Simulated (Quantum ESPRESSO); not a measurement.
# CaC2 (R-3m): third-order response, part 3 of 3

Wanted: vibrational spectra of CaC2 (R-3m) from linear and non-linear response.

Quantum ESPRESSO 8.0 development, patched; DFT LDA, scalar-relativistic, plane waves, PseudoDojo norm-conserving pseudopotentials.

So far. Step 5 (Zone-centre response): The acoustic modes at Γ come out as far as 1.4 cm⁻¹ from zero, where they should vanish, a small numerical error; the Born charges miss their sum rule by 0.0011 e, which is good. Step 6 (Modes with the sum rule): The rule moves no optical mode by more than 0.1 cm⁻¹. The relaxed cell has a = 3.769, c = 11.567 Å (conventional setting).

**9. The LO-TO splitting (1 0 0)**

A longitudinal polar mode sets up a macroscopic field that stiffens it; the term hangs on the direction from which q goes to zero.

Input file dynmat.in:

```
&input
   fildyn = 'g.dyn'
   asr = 'crystal'
   fileig = 'dynmat.eig'
   q(1) = 1.0
   q(2) = 0.0
   q(3) = 0.0
/
```

Started as:

```sh
> dynmat.x -in dynmat.in > dynmat.out
```

The log of the run:

```text
[banner, memory and clock lines left out]
Program DYNMAT v.8.0dev

     Reading Dynamical Matrix from file g.dyn
     ...Force constants read
     ...epsilon and Z* read
     ...Raman cross sections read
     Acoustic Sum Rule: || Z*(ASR) - Z*(orig)|| =    8.933116E-04
     Acoustic Sum Rule: ||dyn(ASR) - dyn(orig)||=    8.642554E-06

     Polarizability (A^3 units)
     multiply by 0.499005 for Clausius-Mossotti correction (not under assume_isolated = 'mt')
         9.807163   -0.000000   -0.000000
         0.000000    9.807163    0.000000
        -0.000000    0.000000   14.492275

     IR activities are in (D/A)^2/amu units
     Raman activities are in A^4/amu units
     multiply Raman by 0.062004 for Clausius-Mossotti correction (not under assume_isolated = 'mt')

# mode   [cm-1]    [THz]      IR          Raman   depol.fact
    1     -0.00   -0.0000    0.0000         0.0000    0.7500
    2      0.00    0.0000    0.0000         0.0000    0.1984
    3      0.00    0.0000    0.0000         0.0000    0.7434
    4    243.23    7.2920    9.2166         0.0000    0.2734
    5    267.60    8.0225    0.0000        36.3429    0.7500
    6    267.60    8.0225    0.0000        36.3429    0.7500
    7    290.84    8.7193    8.2407         0.0000    0.7493
    8    433.09   12.9838    8.2407         0.0000    0.1778
    9   1927.74   57.7921    0.0000      2098.9054    0.0940

[end of the log left out, with the tail of the file of modes that dynmat.x writes under the same name]
```

It took 0.63 s on 1 thread of Intel Xeon Platinum 8488C (Sapphire Rapids), shared host.

Numbers from this step:

```
highest mode moved by the LO-TO term : 433.1 cm⁻¹
```

Zone-centre frequencies as printed; negative means imaginary. Modes:

| mode | frequency (cm⁻¹) |
| --- | --- |
| 1 | 0 |
| 2 | 0 |
| 3 | 0 |
| 4 | 243.2 |
| 5 | 267.6 |
| 6 | 267.6 |
| 7 | 290.8 |
| 8 | 433.1 |
| 9 | 1928 |

The field moves one mode, from 291 to 433 cm⁻¹; the others stay.

**10. Modes along a direction of q (0 0 1)**

Input file dynmat.in:

```
&input
   fildyn = 'g.dyn'
   asr = 'crystal'
   fileig = 'dynmat.eig'
   q(1) = 0.0
   q(2) = 0.0
   q(3) = 1.0
/
```

Started as:

```sh
> dynmat.x -in dynmat.in > dynmat.out
```

The log of the run:

```text
[banner, memory and clock lines left out]
Program DYNMAT v.8.0dev

     Reading Dynamical Matrix from file g.dyn
     ...Force constants read
     ...epsilon and Z* read
     ...Raman cross sections read
     Acoustic Sum Rule: || Z*(ASR) - Z*(orig)|| =    8.933116E-04
     Acoustic Sum Rule: ||dyn(ASR) - dyn(orig)||=    8.642554E-06

     Polarizability (A^3 units)
     multiply by 0.499005 for Clausius-Mossotti correction (not under assume_isolated = 'mt')
         9.807163   -0.000000   -0.000000
         0.000000    9.807163    0.000000
        -0.000000    0.000000   14.492275

     IR activities are in (D/A)^2/amu units
     Raman activities are in A^4/amu units
     multiply Raman by 0.062004 for Clausius-Mossotti correction (not under assume_isolated = 'mt')

# mode   [cm-1]    [THz]      IR          Raman   depol.fact
    1     -0.00   -0.0000    0.0000         0.0000    0.7137
    2      0.00    0.0000    0.0000         0.0000    0.1654
    3      0.00    0.0000    0.0000         0.0000    0.5880
    4    267.60    8.0225    0.0000        36.3429    0.7500
    5    267.60    8.0225    0.0000        36.3429    0.7500
    6    290.84    8.7193    8.2407         0.0000    0.7461
    7    290.84    8.7193    8.2407         0.0000    0.4294
    8    380.52   11.4078    9.2166         0.0000    0.7500
    9   1927.74   57.7921    0.0000      2098.9054    0.0940

[end of the log left out, with the tail of the file of modes that dynmat.x writes under the same name]
```

Elapsed: 0.63 s, on 1 thread.

Numbers from this step:

| Quantity | Value |
| --- | --- |
| highest mode moved by the LO-TO term | 380.5 cm⁻¹ |

Zone-centre frequencies as printed; negative means imaginary. Modes:

| mode | frequency (cm⁻¹) |
| --- | --- |
| 1 | 0 |
| 2 | 0 |
| 3 | 0 |
| 4 | 267.6 |
| 5 | 267.6 |
| 6 | 290.8 |
| 7 | 290.8 |
| 8 | 380.5 |
| 9 | 1928 |

The field moves one mode, from 243 to 380 cm⁻¹; the others stay.

**11. The LO-TO splitting (1 1 1)**

Input file dynmat.in:

```
&input
   fildyn = 'g.dyn'
   asr = 'crystal'
   fileig = 'dynmat.eig'
   q(1) = 1.0
   q(2) = 1.0
   q(3) = 1.0
/
```

Started as:

```sh
> dynmat.x -in dynmat.in > dynmat.out
```

The log of the run:

```text
[banners, grids, parts of the stress and lines that vanish by symmetry left out]
[banner, memory and clock lines left out]
Program DYNMAT v.8.0dev

     Reading Dynamical Matrix from file g.dyn
     ...Force constants read
     ...epsilon and Z* read
     ...Raman cross sections read
     Acoustic Sum Rule: || Z*(ASR) - Z*(orig)|| =    8.933116E-04
     Acoustic Sum Rule: ||dyn(ASR) - dyn(orig)||=    8.642554E-06

     Polarizability (A^3 units)
     multiply by 0.499005 for Clausius-Mossotti correction (not under assume_isolated = 'mt')
         9.807163   -0.000000   -0.000000
         0.000000    9.807163    0.000000
        -0.000000    0.000000   14.492275

     IR activities are in (D/A)^2/amu units
     Raman activities are in A^4/amu units
     multiply Raman by 0.062004 for Clausius-Mossotti correction (not under assume_isolated = 'mt')

# mode   [cm-1]    [THz]      IR          Raman   depol.fact
    1     -0.00   -0.0000    0.0000         0.0000    0.7447
    2     -0.00   -0.0000    0.0000         0.0000    0.1409
[...]
8    415.81   12.4656    8.4867         0.0000    0.7467
    9   1927.74   57.7921    0.0000      2098.9054    0.0940

[end of the log left out, with the tail of the file of modes that dynmat.x writes under the same name]
```

It took 0.63 s on 1 thread.

Numbers from this step:

```
highest mode moved by the LO-TO term : 415.8 cm⁻¹
```

Zone-centre frequencies as printed; negative means imaginary. Modes:

| mode | frequency (cm⁻¹) |
| --- | --- |
| 1 | 0 |
| 2 | 0 |
| 3 | 0 |
| 4 | 258.6 |
| 5 | 267.6 |
| 6 | 267.6 |
| 7 | 290.8 |
| 8 | 415.8 |
| 9 | 1928 |

The field moves 2 modes; the highest of them now lies at 416 cm⁻¹, where the highest that moved away lay at 291.

**12. What came out**

| Item | Value |
| --- | --- |
| space group after relaxation | R-3m |
| volume per atom | 15.8 Å³ |
| gap on the k-mesh | 2.39 eV |
| highest optical zone-centre mode (no LO-TO term) | 1928 cm⁻¹ |
| lowest optical zone-centre mode | 243.2 cm⁻¹ |
| highest mode moved by the LO-TO term | 433.1 cm⁻¹ |
| mean high-frequency dielectric constant | 4.01 |
| largest Born charge in size (third of the trace) | 2.36 e |
| mean static dielectric constant | 9.27 |
| imaginary optical modes at the zone centre (no q mesh in this session) | none |

**Reading.** The largest Raman activity of CaC2 (R-3m) lies at 1928 cm⁻¹ and the strongest infrared line at 291 cm⁻¹ (transverse modes). At the LDA level the optical modes of CaC2 (R-3m) at the zone centre (no LO-TO term) run from 243 to 1928 cm⁻¹. Along the directions run, the highest mode that the macroscopic field moves lies at 433 cm⁻¹. Lattice motion raises the mean dielectric constant from 4.012 to 9.267. The Raman intensities rest on static tensors of the transverse modes; green light lies near or above this gap, where resonance changes them. Of the 6 optical modes, 3 are infrared active alone and 3 are Raman active alone; inversion symmetry keeps the two sets apart. These are harmonic frequencies at zero temperature: anharmonic shifts and linewidths and thermal expansion are left out. The build is a development version in which the Raman tensors of release 7.5 are mended; dynmat.x leaves out the electro-optic term of LO lines. The structure comes from a database and need not be the phase that is stable at ambient conditions.

[Host names and launcher messages were left out of these logs when they were recorded.]

[Logs are printed without paths, hosts, clocks, repeated set-up lines and the standing remarks that a program may print on its own settings, such as how far it seeks lower states.]

[Hosts, paths, dates, database ids (printed as entryN), source tags and the programs' standing remarks are cut or masked in the printed files.]
